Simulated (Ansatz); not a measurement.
# NdBe2V2, from a guessed structure to a relaxed one, part 2 of 2

This structure for NdBe2V2 is made up. Its elements were placed in a known structure type with a cell scaled to their sizes. What cell does the guess relax to, and how far off was it?

Ansatz 0.2.0; DFT, PBEsol, plane-wave PAW, default files, scalar-relativistic, ferromagnetic start, cell and ions relaxed at zero pressure (the session's first sound run).

So far: Starting point; Relaxation of the guess. The relaxed cell has a, b, c = 4.825, 5.278, 11.630 Å (conventional setting).

In doubt: a part-filled 4f shell, where there is one, can sit in one of many states, so energies may not be the lowest and differences between runs may mislead; derivatives with an open 4f shell can jump between states, which bears on forces and vibrations.

**3. Bands of the relaxed cell**

A second self-consistent run takes a narrower smearing and the mesh shown in its input; the bands follow along the standard path of the relaxed lattice.

This step: DFT, PBEsol, plane-wave PAW, default files, scalar-relativistic, ferromagnetic start, bands and density of states at the relaxed cell (Ansatz 0.2.0).

File input.yaml:

```yaml
crystal:
  lattice:
    - [0.0, 2.4124920586, 5.8148631934]
    - [2.6390307363, 0.0, 5.8148631934]
    - [2.6390307363, 2.4124920586, 0.0]
  atoms:
    - { symbol: Nd, position: [0.0, 0.0, 0.0], spin: 3.0 }
    - { symbol: V, position: [0.25, 0.25, 0.25] }
    - { symbol: V, position: [0.75, 0.75, 0.75] }
    - { symbol: Be, position: [0.3927250054, 0.3927250054, 0.6072749946] }
    - { symbol: Be, position: [0.6072749946, 0.6072749946, 0.3927250054] }
magnetization:
  spin_polarized: true
kpoints:
  mp_grid: { grid: [10, 10, 10] }
  band_path:
    path:
      - [[0.0, 0.0, 0.0], [0.0, -0.5, -0.5], [-0.08411074, -0.5, -0.58411074], [-0.5, -0.00233761, -0.50233761], [-0.5, 0.0, -0.5], [0.0, 0.0, 0.0], [-0.5, -0.5, 0.0], [-0.5, -0.99766239, -0.49766239], [-0.48865086, -0.98865086, -0.5], [-0.08411074, -0.5, -0.58411074]]
      - [[-0.91588926, -0.5, -0.41588926], [-0.5, -0.5, 0.0]]
      - [[-0.5, 0.0, -0.5], [-0.51134914, -0.01134914, -0.5]]
      - [[-0.48865086, -0.98865086, -0.5], [0.0, -0.5, -0.5]]
      - [[-0.5, -0.5, -0.5], [0.0, 0.0, 0.0]]
    npoints: 6
scf:
  occupations: { method: fermi_dirac, width: 0.03 }
  n_extra_bands: 11
hamiltonian:
  xc: pbesol
  pseudopotentials: { kind: paw }
output:
  forces: true
  stress: true
  write_bands: true
  dos: { projected: true }
  write_density: true
  write_potential: true
  elf: true
  volumetric_format: npy
```

Command:

```console
$ ansatz run input.yaml --threads 4 --pin off --max-ram 10240MiB --backend cpu --events-out ev --progress --plain --runs-dir out
```

Numbers of over 12 decimals in the logs are rounded to 6 here.

The log of the run:

```text
[...]
Nd: projections on atomic orbitals take those of the free atom [Kr 4d10] 4f4 5s2 5p6 5d0 6s2, of charge +0.00 (hamiltonian.pseudopotentials.projection_atoms); the dataset's partial waves leave at most 1.1e-3 of an orbital's norm unspanned inside its sphere
[...]
Crystal: 5 atoms, lattice volume = 74.042 Å³
Basis set: ecut = 420 eV, 1455 PW (Γ), exchange–correlation on 90×90×48 points (8 copies of the dense FFT grid, shifted against one another)
Bands: 33, of which v1, the nominal top of the filled ones, is band 22 counted from 1 (21 counted from 0)
Symmetry: 8 space group operations
[...]
k-points: 171 of 1000
[...]
Starting moments: Σ|m| = 3 μB on 1 of 5 sites
[...]
SCF iter   1: F=—  HF=-13187.982926 eV  |F-HF|=—  |Δ(HF+E_count)|=         —  Δρ=4.51e-2 (↑4.45e-2 ↓4.51e-2)  dr2=4.11e0  dr2_m=5.52e-1  M=2.951 μB ∫|m|=3.137 μB  β_m=0.30  ethr=3.10e-3  ⟨swp⟩=6.4  Hψ=46494  notcnv=0
[...]
SCF iter   6: F=—  HF=-13185.447274 eV  |F-HF|=—  |Δ(HF+E_count)|=         —  Δρ=1.68e-2 (↑1.68e-2 ↓1.51e-3)  dr2=4.00e-2  dr2_m=4.85e-2  M=3.116 μB ∫|m|=3.448 μB  β_m=0.84  ethr=2.00e-5  ⟨swp⟩=2.5  Hψ=20269  notcnv=0  defer=566
[...]
iteration 6: the lowest order of the open f orbitals that was found in this iteration's bands is taken; no other order was found there
SCF iter   7: F=—  HF=-13185.413411 eV  |F-HF|=—  |Δ(HF+E_count)|=         —  Δρ=1.68e-2 (↑1.68e-2 ↓2.12e-3)  dr2=2.77e-1  dr2_m=4.48e-2  M=3.333 μB ∫|m|=3.627 μB  β_m=0.84  ethr=2.00e-5  ⟨swp⟩=3.5  Hψ=22576  notcnv=0  defer=611
[...]
SCF iter  21: F=-13185.401563 eV  HF=-13185.401563 eV  |F-HF|=1.29e-8  |Δ(HF+E_count)|=   1.29e-9  Δρ=3.13e-6 (↑3.13e-6 ↓8.85e-7)  dr2=1.24e-8  dr2_m=1.67e-9  M=3.255 μB ∫|m|=3.452 μB  ethr=1.48e-11  ⟨swp⟩=10.1  Hψ=70048  notcnv=0
SCF 1 converged in 21 iterations: F = -13185.401563 eV  dr2 = 1.24e-8
[...]
the search or the solves at the SCF's close seem to have found levels that the self-consistency loop had missed (the run counts 1). By its estimate they hold under 1e-12 electrons; where the run keeps them, the occupations were computed again with them
NSCF: frozen V_eff on 83 k-points
SCF converged after 21 iterations
Magnetization: 3.2546 μB (23.6273 up, 20.3727 down)
Absolute magnetization: 3.4520 μB (∫|ρ↑−ρ↓|, with the PAW one-centre terms)
[...]
Per-site moments (μB) at R_I (Å): [(2.998246, 1.120344), (-0.041222, 0.995153), (-0.041222, 0.995153), (0.023954, 1.006302), (0.023954, 1.006302)]
Free energy (F): -13185.401563 eV
[...]
Internal energy: -13185.378205 eV  (E = F + TS)
E sigma→0 (E₀):  -13185.389884 eV
Entropy (-TS):   -0.023358 eV (-4.672 meV/atom)
Fermi energy:    12.633534 eV
[...]
--- Forces (eV/Å), atoms counted from 1 ---
  atom   1  Nd     0.00000000     0.00000000     0.00000000
  atom   2  V      0.00000000     0.00000000     0.00000000
  atom   3  V      0.00000000     0.00000000     0.00000000
  atom   4  Be     0.00000000     0.00000000    -0.00083329
  atom   5  Be     0.00000000     0.00000000     0.00083329
  max |Σ_I F_I| component: 1.08e-19 eV/Å
--- Stress (GPa, compression-positive) ---
        0.110660       0.000000       0.000000
        0.000000      -0.240526       0.000000
        0.000000       0.000000       0.092907
  P = ⅓ Tr σ = -0.0123 GPa (-0.123 kbar)
--- Band table (eV; the first three rows and the last of 342) ---
  k-point 0 ↑: bands = [... 18 lower, 11.8536, 12.4174, 12.4881, 12.6177, 12.6193, 12.7297, 12.7402, 12.8844, ... 7 higher]
  k-point 1 ↑: bands = [... 18 lower, 11.8323, 12.3974, 12.4605, 12.5276, 12.6311, 12.6741, 12.8605, 12.9430, ... 7 higher]
  k-point 2 ↑: bands = [... 18 lower, 11.8672, 12.3503, 12.3651, 12.4357, 12.4780, 12.7772, 12.8816, 12.9529, ... 7 higher]
  k-point 170 ↓: bands = [... 18 lower, 11.6675, 12.2536, 12.6083, 13.7950, 14.3045, 14.4317, 14.5196, 14.6023, ... 7 higher]
```

Wall time 45 s (4 threads of AMD EPYC 7R43, shared host); peak memory 0.86 GiB; 2.7 min of CPU time.

This step gave:

* free energy: -13185.4016 eV
* energy at zero smearing: -13185.3899 eV
* smearing term TS: 0.02336 eV
* magnetization: 3.255 μB
* absolute magnetization: 3.452 μB
* site moments: 2.998, -0.04122, -0.04122, 0.02395, 0.02395 μB
* pressure: -0.01232 GPa

From bands.tsv, the bands that come nearest the Fermi level along the path, at its corners, in eV from the Fermi level:

| point | band_21_up | band_22_up | band_23_up | band_24_up | band_25_up | band_19_dn | band_20_dn | band_21_dn |
| --- | --- | --- | --- | --- | --- | --- | --- | --- |
| Γ | -0.02 | -0.01 | 0.10 | 0.11 | 0.25 | -0.15 | 0.68 | 1.06 |
| Y | -0.30 | -0.23 | -0.16 | 0.25 | 0.42 | -0.53 | -0.25 | 0.88 |
| C | -0.31 | -0.28 | -0.17 | 0.28 | 0.42 | -0.42 | -0.34 | 0.85 |
| D | -0.25 | -0.11 | 0.05 | 0.22 | 0.37 | 0.02 | 0.19 | 0.45 |
| X | -0.25 | -0.11 | 0.05 | 0.22 | 0.37 | 0.02 | 0.19 | 0.45 |
| Γ | -0.02 | -0.01 | 0.10 | 0.11 | 0.25 | -0.15 | 0.68 | 1.06 |
| Z | -0.26 | -0.15 | -0.14 | 0.08 | 0.26 | -0.38 | -0.03 | 1.16 |
| D1 | -0.25 | -0.11 | 0.05 | 0.22 | 0.37 | 0.02 | 0.19 | 0.45 |
| H | -0.25 | -0.11 | 0.05 | 0.22 | 0.37 | 0.02 | 0.20 | 0.45 |
| C | -0.31 | -0.28 | -0.17 | 0.28 | 0.42 | -0.42 | -0.34 | 0.85 |
| C1 | -0.31 | -0.28 | -0.17 | 0.28 | 0.42 | -0.42 | -0.34 | 0.85 |
| Z | -0.26 | -0.15 | -0.14 | 0.08 | 0.26 | -0.38 | -0.03 | 1.16 |
| X | -0.25 | -0.11 | 0.05 | 0.22 | 0.37 | 0.02 | 0.19 | 0.45 |
| H1 | -0.25 | -0.11 | 0.05 | 0.22 | 0.37 | 0.02 | 0.20 | 0.45 |
| H | -0.25 | -0.11 | 0.05 | 0.22 | 0.37 | 0.02 | 0.20 | 0.45 |
| Y | -0.30 | -0.23 | -0.16 | 0.25 | 0.42 | -0.53 | -0.25 | 0.88 |
| L | -0.22 | -0.03 | 0.32 | 0.42 | 0.43 | 0.14 | 0.46 | 0.50 |
| Γ | -0.02 | -0.01 | 0.10 | 0.11 | 0.25 | -0.15 | 0.68 | 1.06 |

Site moment by atom:

| atom | site moment (μB) |
| --- | --- |
| Nd1 | 3.00 |
| V2 | -0.04 |
| V3 | -0.04 |
| Be4 | 0.02 |
| Be5 | 0.02 |

Spin density in the ac plane of the cell as run, not the conventional one, at fractional y = 0.000, with atoms of Nd within 0.2 Å of it.

Values in e/Å³, 5 rows by 16 columns, each cell a mean:
```
2.3 1.1 0.2 0.0 0.0 0.0 0.0 0.0 0.0 0.0 0.0 0.0 0.0 0.0 0.1 1.2
0.1 0.0 0.0 0.0 0.0 0.0 0.0 0.0 0.0 0.0 0.0 0.0 0.0 0.0 0.0 0.0
0.0 0.0 0.0 0.0 0.0 0.0 0.0 0.0 0.0 0.0 0.0 0.0 0.0 0.0 0.0 0.0
0.2 0.0 0.0 0.0 0.0 0.0 0.0 0.0 0.0 0.0 0.0 0.0 0.0 0.0 0.1 0.2
3.3 0.9 0.1 0.0 0.0 0.0 0.0 0.0 0.0 0.0 0.0 0.0 0.0 0.1 0.6 2.7
```
Columns run along a (6.3 Å), rows up along c (3.6 Å). Atoms in or near the plane, at fractional coordinates: Nd at (0.00, 0.00).

Valence density in the ac plane of the cell as run, not the conventional one, at fractional y = 0.000, with atoms of Nd within 0.2 Å of it. It is the smooth field of the valence electrons, not physical close to the nuclei.

Values in e/Å³, 5 rows by 16 columns, each cell a mean:
```
3.1 3.0 1.4 0.3 0.1 0.2 0.2 0.3 0.4 0.4 0.2 0.2 0.2 0.3 1.3 2.8
0.7 0.6 0.3 0.2 0.1 0.2 0.2 0.4 0.6 0.6 0.4 0.2 0.2 0.2 0.2 0.4
0.1 0.1 0.1 0.2 0.2 0.2 0.4 0.4 0.4 0.3 0.3 0.2 0.2 0.1 0.1 0.1
1.2 0.5 0.2 0.2 0.2 0.3 0.4 0.7 0.5 0.3 0.2 0.1 0.2 0.3 0.9 1.3
3.0 2.8 0.9 0.2 0.2 0.2 0.3 0.3 0.3 0.2 0.2 0.1 0.2 0.7 2.6 3.4
```
Columns run along a (6.3 Å), rows up along c (3.6 Å). Atoms in or near the plane, at fractional coordinates: Nd at (0.00, 0.00).

ELF in the ac plane of the cell as run, not the conventional one, at fractional y = 0.000, with atoms of Nd within 0.2 Å of it. It is the smooth field of the valence electrons, not physical close to the nuclei.

Ten even steps from '0' (0.09) to '9' (0.87), each cell a mean:
```
48930232112431388
99830220001242148
65211320010145203
00013332111145410
00245311112244200
10145201112331012
84124311101210378
98413421001211698
18821442123420594
```
Columns run along a (6.3 Å), rows up along c (3.6 Å). Atoms in or near the plane, at fractional coordinates: Nd at (0.00, 0.00).

**4. What came out**

```json
{
 "space group, relaxed": "Fmmm",
 "conventional cell": "a = 4.825, b = 5.278, c = 11.630 Å; α = 90.0°, β = 90.0°, γ = 90.0°",
 "volume per atom": "14.81 Å³ (guess 14.62)",
 "total moment": "3.21 μB in the cell of 5 atoms"
}
```

**Reading.** NdBe2V2 relaxes to Fmmm with a = 4.825, b = 5.278 and c = 11.630 Å. The guessed volume was near the relaxed one. The space group Fmmm was held in the relaxation, so the end point is a stationary structure within it and may be a saddle against distortions or other arrangements. The input starts from parallel moments, and no other start was typed. The f shell may be open and has no Hubbard U, so its place in energy and the volume are uncertain. The electronic state may lie above the lowest one. Bands cross the Fermi level, so it is a metal or semimetal at this level. On the 10×10×10 mesh with the narrower smearing (relaxed on 8×8×8) the largest force component is 0.001 eV/Å and the largest stress component is 0.241 GPa, against the relaxation's thresholds of 0.015 eV/Å and 0.05 GPa. The cutoff wasn't tested. A vector of the cell changed its length by 13 %, more than the volume shows. Spin-orbit coupling is left out, which can matter for elements this heavy. No dispersion term is used, so weakly bound directions may come out too long. Nothing here tests whether the compound is stable against decomposition.

[Logs are printed without paths, hosts, clocks, repeated set-up lines and the standing remarks that a program may print on its own settings, such as how far it seeks lower states.]

[Hosts, paths, dates, database ids (printed as entryN), source tags and the programs' standing remarks are cut or masked in the printed files.]
